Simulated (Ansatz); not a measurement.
# Work function of Os(0001): what the settings cost and change

Aim: the work function of Os(0001) across levels of theory at one geometry.

Main program and level: Ansatz 0.2.0; plane-wave DFT, PBE, Ansatz PAW, in the first sound run; inputs show where later runs differ.

### 1. Starting point

The cell holds 7 atoms: 7 Os. Cell: a = 2.740 Å, b = 2.740 Å, c = 30.979 Å, α = 90.0°, β = 90.0°, γ = 60.0°. Vacuum lies along c.

### 2. Slab, setting PBE, Ansatz PAW (420 eV)

A work function rests on the faint tail of the density, so the SCF threshold is tight. PBE on the default files comes first; the next runs keep the geometry and change functional or files, each at the cutoff that its files recommend; a relaxation and, for heavy metals, spin-orbit coupling close the ladder.

File input.yaml:

```yaml
crystal:
  lattice:
    - [2.74, 0.0, 0.0]
    - [1.37, 2.3729096064, 0.0]
    - [0.0, 0.0, 30.97938]
  atoms:
    - { symbol: Os, position: [0.0, 0.0, 0.2905158205] }
    - { symbol: Os, position: [0.6666666667, 0.6666666667, 0.3603438803] }
    - { symbol: Os, position: [0.0, 0.0, 0.4301719402] }
    - { symbol: Os, position: [0.6666666667, 0.6666666667, 0.5] }
    - { symbol: Os, position: [0.0, 0.0, 0.5698280598] }
    - { symbol: Os, position: [0.6666666667, 0.6666666667, 0.6396561197] }
    - { symbol: Os, position: [0.0, 0.0, 0.7094841795] }
kpoints:
  mp_grid: { grid: [17, 17, 1] }
hamiltonian:
  xc: pbe
scf:
  occupations: { method: fermi_dirac, width: 0.1 }
  convergence: { dr2_threshold: 1.0e-09 }
efield:
  axis: 3
  dipole_correction: true
  ramp_position: 0.97
  ramp_width: 0.06
output:
  write_potential: true
  write_density: true
  volumetric_format: npy
  elf: true
```

The run is started by

```console
ansatz run input.yaml --threads 4 --pin off --max-ram 6144MiB --backend cpu --events-out ev --progress --plain --runs-dir out
```

Numbers of over 12 decimals in the logs are rounded to 6 here.

What it wrote:

```text
Engine: ansatz 0.2.0, x86_64-unknown-linux-gnu
Pseudopotentials: kind: paw
Pseudopotential: Os, paw, valence charge 16, recommended cutoff 420 eV (normal), Os.paw.azcp
Functional definition: PBE
  parameter kappa = 0.804
  parameter beta = 0.066725
  exchange = pbe_x(kappa = kappa, mu = beta*pi^2/3)
  correlation = pbe_c(beta = beta)
Crystal: 7 atoms, lattice volume = 201.421 Å³
Basis set: ecut = 420 eV, 3949 PW (Γ)
Bands: 68, of which v1, the nominal top of the filled ones, is band 56 counted from 1 (55 counted from 0)
Symmetry: 6 space group operations
k-points: 33 of 289 (time reversal used)
Non-local potential: Os, projectors of the file, l = 0: 3, l = 1: 2, l = 2: 2, l = 3: 1
PAW form: soft (Blöchl's): semilocal exchange-correlation on the pseudo side does not see the compensation charge
PAW one-centre angular grid: Os, 590 points (default); XC on 64 Gauss nodes
Initial density: superposition of atomic densities (neutral atoms: chi_scale 0, normalization atom), corrected by the library's trained network
Initial wavefunctions: pseudopotential atomic-orbital guess
Functional: x = pbe(κ = 0.804, μ = 0.219515), c = pbe(β = 0.066725)
SCF iter   1: F=—  HF=-79689.443111 eV  |F-HF|=—  |Δ(HF+E_count)|=         —  Δρ=7.64e-3  dr2=9.53e-1  ethr=1.77e-3  p=0.000 e·Å  D=2.49e-13 V/Å  ΔV_dip=-0.00 eV  dr2_dipole=4.37e-7  V_vac-E_F(+/−)=5.37/5.37 eV  ⟨swp⟩=8.2  Hψ=10648  notcnv=0  defer=6
efield: sawtooth ramp at fractional position 0.9700 (set: `efield.ramp_position`, or a place that a band, a saddle search or an elastic batch's reference lends), width 0.0600; the density the first Hamiltonian is built on has a dipole p = 0.000 e·Å; the dipole correction subtracts the counter field D = 2.49e-13 V/Å, which shifts the + side's vacuum level by -0.00 eV against the − side's; the planar-averaged density in the ramp window peaks in size at 4.7e-5 e/Å³
preconditioner: auto → LDOS  [metal: Δε(μ)=0.006 eV  Ē_g=5.860 eV  σ=0.100 eV  W_gap=0.01  n_scr=24 (ndim 8)  ℏωp=19.6 eV  f_vac=0.465  D(μ)=5.74/eV (n_scr^D=22)  β→1.0]
SCF iter   2: F=—  HF=-79689.447020 eV  |F-HF|=—  |Δ(HF+E_count)|=   3.91e-3  Δρ=2.14e-3  dr2=1.96e-2  ethr=8.51e-4  p=0.000 e·Å  D=9.27e-6 V/Å  ΔV_dip=-0.00 eV  dr2_dipole=9.87e-8  V_vac-E_F(+/−)=5.35/5.35 eV  ⟨swp⟩=2.0  Hψ=2906  notcnv=0  defer=12
SCF iter   3: F=—  HF=-79689.445889 eV  |F-HF|=—  |Δ(HF+E_count)|=   1.13e-3  Δρ=1.26e-3  dr2=1.00e-2  ethr=1.75e-5  p=-0.000 e·Å  D=-2.22e-6 V/Å  ΔV_dip=0.00 eV  dr2_dipole=8.25e-8  V_vac-E_F(+/−)=5.40/5.40 eV  ⟨swp⟩=3.2  Hψ=4750  notcnv=0  defer=12
SCF iter   4: F=—  HF=-79689.443835 eV  |F-HF|=—  |Δ(HF+E_count)|=   2.05e-3  Δρ=2.38e-4  dr2=1.52e-4  ethr=8.96e-6  p=-0.000 e·Å  D=-1.12e-6 V/Å  ΔV_dip=0.00 eV  dr2_dipole=1.38e-8  V_vac-E_F(+/−)=5.38/5.38 eV  ⟨swp⟩=2.1  Hψ=3294  notcnv=0  defer=12
SCF iter   5: F=—  HF=-79689.443810 eV  |F-HF|=—  |Δ(HF+E_count)|=   2.51e-5  Δρ=6.56e-5  dr2=1.08e-5  ethr=1.36e-7  p=-0.000 e·Å  D=-5.90e-7 V/Å  ΔV_dip=0.00 eV  dr2_dipole=1.62e-9  V_vac-E_F(+/−)=5.37/5.37 eV  ⟨swp⟩=3.1  Hψ=4564  notcnv=0  defer=12
SCF iter   6: F=—  HF=-79689.443802 eV  |F-HF|=—  |Δ(HF+E_count)|=   7.79e-6  Δρ=2.45e-5  dr2=4.18e-6  ethr=9.66e-9  p=-0.000 e·Å  D=-4.89e-7 V/Å  ΔV_dip=0.00 eV  dr2_dipole=6.50e-11  V_vac-E_F(+/−)=5.37/5.37 eV  ⟨swp⟩=3.3  Hψ=4791  notcnv=0  defer=12
SCF iter   7: F=—  HF=-79689.444179 eV  |F-HF|=—  |Δ(HF+E_count)|=   3.77e-4  Δρ=9.39e-6  dr2=8.55e-7  ethr=3.73e-9  p=-0.000 e·Å  D=-3.20e-7 V/Å  ΔV_dip=0.00 eV  dr2_dipole=1.10e-11  V_vac-E_F(+/−)=5.37/5.37 eV  ⟨swp⟩=2.3  Hψ=2919  notcnv=0  defer=11
SCF iter   8: F=—  HF=-79689.444179 eV  |F-HF|=—  |Δ(HF+E_count)|=   6.29e-8  Δρ=3.33e-6  dr2=3.96e-8  ethr=7.63e-10  p=-0.000 e·Å  D=-1.13e-7 V/Å  ΔV_dip=0.00 eV  dr2_dipole=2.07e-13  V_vac-E_F(+/−)=5.37/5.37 eV  ⟨swp⟩=2.7  Hψ=3490  notcnv=0  defer=11
SCF iter   9: F=—  HF=-79689.444179 eV  |F-HF|=—  |Δ(HF+E_count)|=   6.88e-9  Δρ=1.18e-6  dr2=6.23e-9  ethr=3.53e-11  p=-0.000 e·Å  D=-2.84e-8 V/Å  ΔV_dip=0.00 eV  dr2_dipole=7.43e-14  V_vac-E_F(+/−)=5.37/5.37 eV  ⟨swp⟩=2.9  Hψ=4233  notcnv=0  defer=9
SCF iter  10: F=-79689.444179 eV  HF=-79689.444179 eV  |F-HF|=3.78e-10  |Δ(HF+E_count)|=  7.13e-10  Δρ=1.62e-7  dr2=2.01e-10  ethr=1.00e-12  p=-0.000 e·Å  D=-1.33e-8 V/Å  ΔV_dip=0.00 eV  dr2_dipole=3.54e-14  V_vac-E_F(+/−)=5.37/5.37 eV  ⟨swp⟩=7.2  Hψ=6273  notcnv=0
SCF 1 converged in 10 iterations: F = -79689.444179 eV  dr2 = 2.01e-10
  greatest PAW one-centre occupation: 1.000 electrons in one spin orbital (limit 2), on the Os atom at site 3 (counted from 0), in its partial waves of l = 0
WARN: The output density's exchange-correlation potential varies sharply where the density is thin. Do not read a vacuum level from v_tot or v_xc, or from such a field of the output density. On a cell that repeats whose density bears no net charge and no dipole along the vacuum's axis use v_es (v_loc + v_h of the components); under efield.dipole_correction with no amplitude use v_es + v_field, which holds any externa [...]
SCF converged after 10 iterations
Free energy (F): -79689.444179 eV
Harris-Foulkes:  -79689.444179 eV  (|F-HF|=3.78e-10)
Internal energy: -79689.259625 eV  (E = F + TS)
E sigma→0 (E₀):  -79689.351902 eV
Entropy (-TS):   -0.184554 eV (-26.365 meV/atom)
Fermi energy:    9.938161 eV
Dipole field:    D = 0.000000 V/Å  (p = 0.000000 e·Å, saw-weighted, corrected)
Work function:   Φ+ = 5.3676 eV   Φ− = 5.3676 eV
Levels:          The Fermi level and band energies are counted from a zero that moves with the ramp; work functions are not
--- Per-component energies (eV) ---
  E_band       = -2239.743336
  E_kinetic    = 3927.800477
  E_local      = -243892.668179  (includes V_loc(G=0)·N_el)
  E_nonlocal   = -13.827698
  E_hartree    = 120594.116133
  E_xc         = -1863.656388
  E_vxc        = -1983.881035  (∫ρ·V_xc dr)
  E_paw        = -63081.825184  (= ΣΔE_a)
  E_vpaw       = -1465.396183  (= ΣTr[D̂ρ^β])
  E_aug_tail   = -0.000602  (compensation charges beyond the density's cutoff)
  E_efield     = 0.000000  (sawtooth field / dipole correction)
  E_vefield    = 0.000000  (∫n·V_field dr)
  E_ewald      = 104640.801816
  E_smearing   = -0.184554  (= −TS)
  E_closure    = -0.000000  (closes the sum)
  Σ components = -79689.444179   (vs F -79689.444179, Δ=0.00e0)
--- Band table (eV; the first three rows and the last of 33) ---
  k-point 0: bands = [... 52 lower, 7.7784, 7.7784, 8.4465, 8.6839, 8.6839, 9.3700, 9.3700, 9.8001, ... 8 higher]
  k-point 1: bands = [... 52 lower, 7.7628, 7.8853, 8.3602, 8.6077, 8.6238, 9.2327, 9.3216, 9.6004, ... 8 higher]
  k-point 2: bands = [... 52 lower, 7.9339, 8.0215, 8.1937, 8.4295, 8.5711, 8.7749, 9.1466, 9.2382, ... 8 higher]
  k-point 32: bands = [... 52 lower, 8.6430, 9.3552, 10.4421, 10.8262, 10.8317, 11.2963, 11.4491, 11.5107, ... 8 higher]
```

The job ended after 12 s (4 threads of Intel Xeon 6975P-C (Granite Rapids), shared host; peak memory 0.93 GiB).

Numbers from this step:

```
energy at zero smearing   : -79689.3519 eV
work function, upper face : 5.368 eV
```

Running mean over 2.16323 Å of the planar mean; the ramp of the sawtooth is left out. Table of electron's electrostatic potential energy less the Fermi level by z:

z (Å), electron's electrostatic potential energy less the Fermi level (eV) and a bar from the least value:
```
        4        5.4 ##############################
        5        5.4 ##############################
        6        5.3 ##############################
        7        4.0 ############################
        8       -5.1 #############
        9      -12.3 #
       10      -12.8 
       11      -13.0 
       12      -13.1 
       13      -13.0 
       14      -13.0 
       15      -13.0 
       16      -13.0 
       17      -13.0 
       18      -13.0 
       19      -13.1 
       20      -13.0 
       21      -12.8 
       22      -12.2 #
       23       -4.8 #############
       24        4.1 ############################
       25        5.3 ##############################
       26        5.4 ##############################
       27        5.4 ##############################
```

Valence density in the ca plane at fractional y = 0.000, with atoms of Os within 0.2 Å of it. It is the smooth field of the valence electrons, not physical close to the nuclei.

Values in e/Å³, 5 rows by 16 columns, each cell a mean:
```
0.4 0.7 5.7 1.7 0.4 0.4 4.1 3.6 0.4 0.4 2.1 5.4 0.4 0.0 0.0 0.0
1.0 0.5 1.2 0.5 0.9 0.6 0.9 0.8 0.6 0.8 0.6 1.1 0.2 0.0 0.0 0.0
1.4 0.4 0.5 0.4 1.2 0.7 0.4 0.4 0.8 1.2 0.4 0.5 0.1 0.0 0.0 0.0
0.7 0.5 2.4 0.8 0.6 0.5 1.8 1.6 0.5 0.6 1.0 2.3 0.2 0.0 0.0 0.0
0.4 0.9 6.8 2.1 0.4 0.4 4.9 4.4 0.4 0.4 2.6 6.5 0.5 0.0 0.0 0.0
```
Columns run along c (16.0 Å, from fractional 0.35 to 0.87 of the cell), rows up along a (2.7 Å). Atoms in or near the plane, at fractional coordinates: Os at (0.43, 0.00), Os at (0.57, 0.00), Os at (0.71, 0.00).

ELF in the ca plane at fractional y = 0.000, with atoms of Os within 0.2 Å of it. It is the smooth field of the valence electrons, not physical close to the nuclei.

Values, 5 rows by 16 columns, each cell a mean:
```
0.29 0.35 0.62 0.42 0.32 0.33 0.54 0.52 0.33 0.31 0.46 0.62 0.22 0.07 0.01 0.00
0.33 0.31 0.37 0.32 0.32 0.31 0.35 0.34 0.31 0.31 0.33 0.38 0.26 0.10 0.01 0.00
0.41 0.29 0.34 0.32 0.37 0.30 0.34 0.34 0.31 0.36 0.31 0.36 0.33 0.12 0.01 0.00
0.29 0.33 0.49 0.35 0.30 0.32 0.42 0.41 0.32 0.30 0.38 0.49 0.23 0.09 0.01 0.00
0.31 0.35 0.56 0.44 0.33 0.32 0.53 0.52 0.32 0.32 0.46 0.57 0.23 0.07 0.01 0.00
```
Columns run along c (16.0 Å, from fractional 0.35 to 0.87 of the cell), rows up along a (2.7 Å). Atoms in or near the plane, at fractional coordinates: Os at (0.43, 0.00), Os at (0.57, 0.00), Os at (0.71, 0.00).

Electrostatic potential energy in the ca plane at fractional y = 0.000, with atoms of Os within 0.2 Å of it. With pseudopotentials it is smooth inside the atoms' cores, unlike the true potential.

Ten even steps from '0' (-49 eV) to '9' (15 eV), each cell a mean:
```
88887200158988986200158988986200158999999999
77888522368877887422478877887422479999999999
65688766788765788766788765788766789999999999
44578888898644589888898644689888999999999999
54688877888754688877888755688877899999999999
76788643578877788643578877788643589999999999
88887310258888887300268888886300268999999999
99986200048999986100048999985100158999999999
```
Columns run along c (16.0 Å, from fractional 0.35 to 0.87 of the cell; values clipped at the 3rd and 97th percentile), rows up along a (2.7 Å). Atoms in or near the plane, at fractional coordinates: Os at (0.43, 0.00), Os at (0.57, 0.00), Os at (0.71, 0.00).

The work function is 5.368 eV.

### 3. Slab

This step: plane-wave DFT, LDA, Ansatz PAW (Ansatz 0.2.0).

Changes to input.yaml since step 2:

```diff
@@ -16,3 +16,3 @@
 hamiltonian:
-  xc: pbe
+  xc: lda
 scf:
@@ -29,2 +29 @@
   volumetric_format: npy
-  elf: true
```

What it wrote:

```text
[...]
Crystal: 7 atoms, lattice volume = 201.421 Å³
Basis set: ecut = 420 eV, 3949 PW (Γ)
Bands: 68, of which v1, the nominal top of the filled ones, is band 56 counted from 1 (55 counted from 0)
Symmetry: 6 space group operations
k-points: 33 of 289 (time reversal used)
[...]
k-point 0: bands = [... 52 lower, 7.4202, 7.4202, 8.1275, 8.3314, 8.3314, 9.0176, 9.0176, 9.4817, ... 8 higher]
  k-point 1: bands = [... 52 lower, 7.4045, 7.5274, 8.0338, 8.2589, 8.2709, 8.8899, 8.9690, 9.2648, ... 8 higher]
  k-point 2: bands = [... 52 lower, 7.5793, 7.6856, 7.8370, 8.0891, 8.2155, 8.4362, 8.8108, 8.8848, ... 8 higher]
  k-point 32: bands = [... 52 lower, 8.2968, 9.0077, 10.0939, 10.4667, 10.4722, 10.9395, 11.0939, 11.1621, ... 8 higher]
[key lines of the parts left out:]
SCF converged after 10 iterations
Free energy (F): -77826.406729 eV
Fermi energy:    9.589744 eV
Dipole field:    D = -0.000001 V/Å  (p = -0.000001 e·Å, saw-weighted, corrected)
Work function:   Φ+ = 5.6999 eV   Φ− = 5.6999 eV
```

Run time: 18 s. Hardware: 4 threads; peak memory 0.9 GiB.

The work function is 5.700 eV, +0.332 eV from the run “PBE, Ansatz PAW (420 eV)”, at 1.4 times its CPU time.

### 4. Slab

This step: plane-wave DFT, PBEsol, Ansatz PAW (Ansatz 0.2.0).

Changes to input.yaml since step 3:

```diff
@@ -16,3 +16,3 @@
 hamiltonian:
-  xc: lda
+  xc: pbesol
 scf:
```

What it wrote:

```text
[...]
Crystal: 7 atoms, lattice volume = 201.421 Å³
Basis set: ecut = 420 eV, 3949 PW (Γ)
Bands: 68, of which v1, the nominal top of the filled ones, is band 56 counted from 1 (55 counted from 0)
Symmetry: 6 space group operations
k-points: 33 of 289 (time reversal used)
[...]
k-point 0: bands = [... 52 lower, 7.6212, 7.6212, 8.2827, 8.5326, 8.5326, 9.2201, 9.2201, 9.6430, ... 8 higher]
  k-point 1: bands = [... 52 lower, 7.6054, 7.7284, 8.1993, 8.4550, 8.4719, 9.0809, 9.1713, 9.4463, ... 8 higher]
  k-point 2: bands = [... 52 lower, 7.7785, 7.8640, 8.0378, 8.2746, 8.4170, 8.6214, 8.9929, 9.0869, ... 8 higher]
  k-point 32: bands = [... 52 lower, 8.4900, 9.2041, 10.2932, 10.6745, 10.6801, 11.1458, 11.2994, 11.3648, ... 8 higher]
[key lines of the parts left out:]
SCF converged after 10 iterations
Free energy (F): -78754.616966 eV
Fermi energy:    9.785818 eV
Dipole field:    D = 0.000000 V/Å  (p = 0.000000 e·Å, saw-weighted, corrected)
Work function:   Φ+ = 5.4956 eV   Φ− = 5.4957 eV
```

It took 21 s on 4 threads; peak memory 0.9 GiB; 66 s of CPU time.

The work function is 5.496 eV, +0.128 eV from the run “PBE, Ansatz PAW (420 eV)”, at 1.5 times its CPU time.

### 5. Slab

This step: plane-wave DFT, RPBE, Ansatz PAW (Ansatz 0.2.0).

Changes to input.yaml since step 4:

```diff
@@ -16,3 +16,3 @@
 hamiltonian:
-  xc: pbesol
+  xc: rpbe
 scf:
```

What it wrote:

```text
[...]
Crystal: 7 atoms, lattice volume = 201.421 Å³
Basis set: ecut = 420 eV, 3949 PW (Γ)
Bands: 68, of which v1, the nominal top of the filled ones, is band 56 counted from 1 (55 counted from 0)
Symmetry: 6 space group operations
k-points: 33 of 289 (time reversal used)
[...]
k-point 0: bands = [... 52 lower, 7.8950, 7.8950, 8.5616, 8.7984, 8.7984, 9.4835, 9.4835, 9.9201, ... 8 higher]
  k-point 1: bands = [... 52 lower, 7.8793, 8.0017, 8.4736, 8.7224, 8.7385, 9.3461, 9.4352, 9.7195, ... 8 higher]
  k-point 2: bands = [... 52 lower, 8.0494, 8.1332, 8.3097, 8.5440, 8.6866, 8.8901, 9.2628, 9.3522, ... 8 higher]
  k-point 32: bands = [... 52 lower, 8.7565, 9.4680, 10.5540, 10.9420, 10.9476, 11.4104, 11.5626, 11.6224, ... 8 higher]
[key lines of the parts left out:]
SCF converged after 10 iterations
Free energy (F): -79781.769422 eV
Fermi energy:    10.051967 eV
Dipole field:    D = -0.000000 V/Å  (p = -0.000000 e·Å, saw-weighted, corrected)
Work function:   Φ+ = 5.2192 eV   Φ− = 5.2192 eV
```

Elapsed: 22 s, on 4 threads; peak memory 0.91 GiB; 70 s of CPU time.

The work function is 5.219 eV, -0.148 eV from the run “PBE, Ansatz PAW (420 eV)”, at 1.6 times its CPU time.

### 6. Slab

This step: plane-wave DFT, r2SCAN, Ansatz PAW (Ansatz 0.2.0).

Changes to input.yaml since step 5:

```diff
@@ -16,3 +16,3 @@
 hamiltonian:
-  xc: rpbe
+  xc: r2scan
 scf:
```

What it wrote:

```text
[...]
Crystal: 7 atoms, lattice volume = 201.421 Å³
Basis set: ecut = 500 eV, 4961 PW (Γ), exchange–correlation on 80×80×960 points (64 copies of the dense FFT grid, shifted against one another)
Bands: 68, of which v1, the nominal top of the filled ones, is band 56 counted from 1 (55 counted from 0)
Symmetry: 6 space group operations
[...]
k-point 0: bands = [... 52 lower, 7.5641, 7.5641, 8.2597, 8.4936, 8.4936, 9.2079, 9.2079, 9.6511, ... 8 higher]
  k-point 1: bands = [... 52 lower, 7.5467, 7.6751, 8.1642, 8.4163, 8.4327, 9.0590, 9.1585, 9.4529, ... 8 higher]
  k-point 2: bands = [... 52 lower, 7.7210, 7.8014, 7.9955, 8.2286, 8.3838, 8.5867, 8.9790, 9.0747, ... 8 higher]
  k-point 32: bands = [... 52 lower, 8.4468, 9.1945, 10.3315, 10.7775, 10.7840, 11.2384, 11.3874, 11.4399, ... 8 higher]
[key lines of the parts left out:]
SCF converged after 10 iterations
Free energy (F): -79780.795856 eV
Fermi energy:    9.811143 eV
Dipole field:    D = -0.000000 V/Å  (p = -0.000000 e·Å, saw-weighted, corrected)
Work function:   Φ+ = 5.4205 eV   Φ− = 5.4205 eV
```

The job ended after 41 s (4 threads; peak memory 1.4 GiB; 2.1 min of CPU time).

The work function is 5.421 eV, +0.053 eV from the run “PBE, Ansatz PAW (420 eV)”, at 2.9 times its CPU time.

### 7. Run

This step: plane-wave DFT, PBE, JTH PAW (Ansatz 0.2.0).

Changes to input.yaml since step 6:

```diff
@@ -16,3 +16,4 @@
 hamiltonian:
-  xc: r2scan
+  xc: pbe
+  pseudopotentials: { kind: paw, source: jth }
 scf:
```

What it wrote:

```text
[...]
k-point 0: bands = [... 24 lower, 4.4722, 4.4722, 5.1424, 5.3714, 5.3714, 6.0535, 6.0535, 6.5127, ... 10 higher]
  k-point 1: bands = [... 24 lower, 4.4576, 4.5790, 5.0505, 5.2972, 5.3124, 5.9228, 6.0061, 6.2997, ... 10 higher]
  k-point 2: bands = [... 24 lower, 4.6264, 4.7112, 4.8869, 5.1217, 5.2637, 5.4706, 5.8415, 5.9254, ... 10 higher]
  k-point 32: bands = [... 24 lower, 5.3386, 6.0520, 7.1305, 7.5049, 7.5098, 7.9751, 8.1304, 8.1856, ... 10 higher]
[key lines of the parts left out:]
SCF converged after 11 iterations
Free energy (F): -66446.705142 eV
Fermi energy:    6.627084 eV
Dipole field:    D = -0.000000 V/Å  (p = -0.000000 e·Å, saw-weighted, corrected)
Work function:   Φ+ = 5.3759 eV   Φ− = 5.3759 eV
```

It took 30 s on 4 threads; peak memory 1 GiB.

The work function is 5.376 eV, +0.008 eV from the run “PBE, Ansatz PAW (420 eV)”, at 2.3 times its CPU time.

### 8. Run

This step: plane-wave DFT, PBE, norm-conserving (Ansatz 0.2.0).

Changes to input.yaml since step 7:

```diff
@@ -17,3 +17,3 @@
   xc: pbe
-  pseudopotentials: { kind: paw, source: jth }
+  pseudopotentials: { kind: nc }
 scf:
```

What it wrote:

```text
[...]
Crystal: 7 atoms, lattice volume = 201.421 Å³
Basis set: ecut = 1006.821291 eV, 14519 PW (Γ)
Bands: 68, of which v1, the nominal top of the filled ones, is band 56 counted from 1 (55 counted from 0)
Symmetry: 6 space group operations
k-points: 33 of 289 (time reversal used)
[...]
k-point 0: bands = [... 52 lower, 7.9032, 7.9032, 8.5747, 8.8095, 8.8095, 9.4959, 9.4959, 9.9288, ... 8 higher]
  k-point 1: bands = [... 52 lower, 7.8875, 8.0100, 8.4882, 8.7334, 8.7492, 9.3590, 9.4473, 9.7275, ... 8 higher]
  k-point 2: bands = [... 52 lower, 8.0589, 8.1482, 8.3184, 8.5557, 8.6958, 8.9010, 9.2733, 9.3635, ... 8 higher]
  k-point 32: bands = [... 52 lower, 8.7677, 9.4795, 10.5673, 10.9511, 10.9567, 11.4214, 11.5741, 11.6375, ... 8 higher]
[key lines of the parts left out:]
SCF converged after 9 iterations
Free energy (F): -19256.112736 eV
Fermi energy:    10.063765 eV
Dipole field:    D = 0.000000 V/Å  (p = 0.000000 e·Å, saw-weighted, corrected)
Work function:   Φ+ = 5.3676 eV   Φ− = 5.3676 eV
```

Elapsed: 75 s, on 4 threads; peak memory 2.3 GiB; 4.6 min of CPU time.

The work function is 5.368 eV, -0.000 eV from the run “PBE, Ansatz PAW (420 eV)”, at 6.4 times its CPU time.

(Continued in part 2 of 2.)

[Logs are printed without paths, hosts, clocks, repeated set-up lines and the standing remarks that a program may print on its own settings, such as how far it seeks lower states.]

[Hosts, paths, dates, database ids (printed as entryN), source tags and the programs' standing remarks are cut or masked in the printed files.]

[Maps of the electrostatic potential energy from Ansatz leave out the sawtooth potential of an applied field or a dipole correction, so their vacuum need not be flat; planar profiles and work functions include it.]
